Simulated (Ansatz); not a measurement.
# Bands, cutoff and cost in G0W0 for LiF (Griceite), part 2 of 2

How do accuracy and time trade against each other in G0W0 on LiF (Griceite)?

Ansatz 0.2.0; G0W0 on PBE, plane waves, PAW; PAW set soft_1. Known limits of the many-body steps: not at the basis limit.

So far. Step 4 (104 empty bands, screening to 200 eV): Against the run with 6×6×6 mesh, 48 empty bands, screening to 120 eV, PAW set soft_1 files, the gap moves by +0.20 eV.

### 5. Changing the frequency model: 6×6×6 mesh, 48 empty bands, screening to 120 eV, plasmon pole, PAW set soft_1 files

A plasmon pole stands in for the full frequency dependence of the screening; this run shows what that costs in accuracy. Bands and cutoff differ from the step before, so it is read against an earlier run that matches them.

input.yaml

```yaml
crystal:
  lattice:
    - [0.0, 2.014, 2.014]
    - [2.014, 0.0, 2.014]
    - [2.014, 2.014, 0.0]
  atoms:
    - { symbol: Li, position: [0.0, 0.0, 0.0] }
    - { symbol: F, position: [0.5, 0.5, 0.5] }
kpoints:
  mp_grid: { grid: [6, 6, 6] }
hamiltonian:
  xc: pbe
  pseudopotentials: { kind: paw, azcp: { folder: soft_1 } }
scf:
  occupations: { method: fixed }
gw:
  n_empty_bands: 48
  ecut_chi: 120
  qp_bands: [v2, c2]
  qp_kpoints: band_edges
  screening: { model: godby_needs }
```

Run with:

```
ansatz run input.yaml --threads 3 --pin off --max-ram 92160MiB --backend cuda --events-out ev --progress --plain --runs-dir out --devices 1 --max-vram 13GiB
```

Numbers of over 12 decimals in the logs are rounded to 6 here.

Output:

```text
GPUs: using 1 of 1 available (devices: 1).
[...]
GPU FFT provider: cuFFT
GPU libraries: cuBLAS 13.8.2, cuFFT 12.4.0, cuSOLVER 12.3.4
Crystal: 2 atoms, lattice volume = 16.338 Å³
Basis set: ecut = 420 eV, 331 PW (Γ)
Bands: 9, of which v1, the nominal top of the filled ones, is band 5 counted from 1 (4 counted from 0)
Symmetry: 48 space group operations
[...]
k-points: 16 of 216
[...]
4     7     21.4623    -2.3717    -3.8289    -7.6803  0.9446    23.0435    22.9420  root ?
[...]
14     4     -0.6976   -29.3025     5.1423   -21.2520  0.8307    -3.6497    -3.6059  root
    14     5      0.3380   -31.2220     5.2639   -23.2516  0.8294    -2.4003    -2.3684  root
    14     6     14.5213    -6.5906    -3.4972   -12.1188  0.8835    16.5608    16.5524  root
    14     7     16.3508    -7.5207    -3.6085   -13.4076  0.8738    18.6411    18.6292  root
[key lines of the parts left out:]
SCF converged after 6 iterations
Free energy (F): -1016.173327 eV
Fermi energy:    0.961670 eV
```

Run time: 13 s. Hardware: 1 × NVIDIA H100 80GB HBM3 (shared by 6 runs) with 3 threads of AMD EPYC 7R13 (Zen 3), shared host; peak memory 0.95 GiB.

Numbers from this step:

```yaml
bands_summed: 53
plasmon_pole_fit_frequency: 29.05 eV
rpa_eps_infinity_on_this_mesh_eigenvalues: 1.977, 1.977, 1.977
plane_waves_in_the_screening_matrix: 59
g0w0_gap_on_the_mesh: 13.23 eV
k_of_the_valence_top: 0, 0, 0
k_of_the_conduction_bottom: 0, 0, 0
starting_gap_on_the_mesh: 9.095 eV
least_direct_g0w0_gap_on_the_computed_points: 13.23 eV
```

Against the run with 6×6×6 mesh, 48 empty bands, screening to 120 eV, PAW set soft_1 files, the gap moves by +0.03 eV.

### 6. Changing the files: 6×6×6 mesh, 48 empty bands, screening to 120 eV, hard PAW files

Other atomic data (hard PAW) test the pseudisation: the cutoff goes from 420 to 1050 eV, with the same valence electrons.

This step: G0W0 on PBE, plane waves, PAW.

input.yaml, the sections that differ from step 5:

```yaml
hamiltonian:
  xc: pbe
  pseudopotentials: { kind: paw, source: ansatz }
gw:
  n_empty_bands: 48
  ecut_chi: 120
  qp_bands: [v2, c2]
  qp_kpoints: band_edges
  screening: { model: contour_deformation }
# crystal, kpoints, scf: as in step 5
```

Output:

```text
GPUs: using 1 of 1 available (devices: 1).
[...]
GPU FFT provider: cuFFT
GPU libraries: cuBLAS 13.8.2, cuFFT 12.4.0, cuSOLVER 12.3.4
Crystal: 2 atoms, lattice volume = 16.338 Å³
Basis set: ecut = 1050 eV, 1243 PW (Γ)
Bands: 9, of which v1, the nominal top of the filled ones, is band 5 counted from 1 (4 counted from 0)
Symmetry: 48 space group operations
[...]
k-points: 16 of 216
[...]
1     7     20.3883    -3.8715    -4.0533    -9.7339  0.8655    22.2262    22.1973  root
[...]
14     4     -0.8200   -29.3034     5.1804   -21.2527  0.8166    -3.7634    -3.6903  root
    14     5      0.2164   -31.2220     5.2757   -23.2490  0.8176    -2.5397    -2.4810  root
    14     6     14.3880    -6.5653    -3.5615   -12.0983  0.8774    16.3802    16.3595  root
    14     7     16.2180    -7.5064    -3.6984   -13.4030  0.8656    18.4473    18.4162  root
[key lines of the parts left out:]
SCF converged after 6 iterations
Free energy (F): -1016.182787 eV
Fermi energy:    0.842315 eV
```

Wall time 12 s (1 × NVIDIA H100 80GB HBM3 (shared by 6 runs) with 3 threads); peak memory 1 GiB.

This step gave:

```yaml
bands_summed: 53
rpa_eps_infinity_on_this_mesh_eigenvalues: 1.981, 1.981, 1.981
plane_waves_in_the_screening_matrix: 59
g0w0_gap_on_the_mesh: 13.19 eV
k_of_the_valence_top: 0, 0, 0
k_of_the_conduction_bottom: 0, 0, 0
starting_gap_on_the_mesh: 9.069 eV
least_direct_g0w0_gap_on_the_computed_points: 13.19 eV
```

Against the run with 6×6×6 mesh, 48 empty bands, screening to 120 eV, PAW set soft_1 files, the gap moves by −0.012 eV, while the start moved by −0.03 eV.

### 7. The runs together

Times are wall times on 1 × NVIDIA H100 80GB HBM3 (shared by 6 runs) with 3 threads of AMD EPYC 7R13 (Zen 3), shared host, good to a factor of about two.

```
 mesh           files            frequency  bands summed  cutoff (eV)  start (eV)  G0W0 (eV)   time  host memory (GiB)
6×6×6  PAW set soft_1  contour deformation            22           60       9.095     13.333   14 s               0.97
6×6×6  PAW set soft_1  contour deformation            53          120       9.095     13.201  9.1 s               0.98
6×6×6  PAW set soft_1  contour deformation           109          200       9.095     13.406  9.3 s                1.0
6×6×6  PAW set soft_1         plasmon pole            53          120       9.095     13.229   13 s               0.95
6×6×6        hard PAW  contour deformation            53          120       9.069     13.189   12 s               1.00
```

How the two edges are built up, in eV (the quasiparticle level is the starting level plus Σx plus Σc less Vxc):

```
      run               edge  start      Σx     Σc     Vxc     Z     QP
 22 bands        valence top   0.96  -32.02   5.24  -24.22  0.83  -1.61
 22 bands  conduction bottom  10.06   -7.56  -3.26  -12.48  0.89  11.72
 53 bands        valence top   0.96  -32.02   5.27  -24.22  0.82  -1.57
 53 bands  conduction bottom  10.06   -7.56  -3.35  -12.48  0.89  11.63
109 bands        valence top   0.96  -32.02   5.09  -24.22  0.82  -1.76
109 bands  conduction bottom  10.06   -7.56  -3.33  -12.48  0.89  11.65
```

### 8. Results

```json
{
 "22 bands, 60 eV": "13.333 eV",
 "53 bands, 120 eV": "13.201 eV",
 "109 bands, 200 eV": "13.406 eV",
 "mesh and start": "6×6×6, PBE"
}
```

What this shows: From 22 to 109 bands the gap moves by +0.07 eV. Σc changes by −0.15 eV at the valence top and −0.07 eV at the conduction bottom, so both edges matter. The gap turns back along the series, so no limit is drawn from it. The plasmon-pole model gives +0.03 eV against contour deformation, 1 % of the correction, and saved no time in this program. Hard PAW files move the gap by −0.01 eV at equal bands and cutoff, −0.03 eV of it in the start.

[Paths, hosts, dates, memory and timing lines, banners, echoed tables and standing remarks are left out of the program output.]

[Logs are printed without paths, hosts, clocks, repeated set-up lines and the standing remarks that a program may print on its own settings, such as how far it seeks lower states.]

[Runs of the session that timed out or met a known fault of the program may be left out.]

[Cells called generated may have been cut or substituted from an entry of the Crystallography Open Database or the Materials Project.]

[Hosts, paths, dates, database ids (printed as entryN), source tags and the programs' standing remarks are cut or masked in the printed files.]
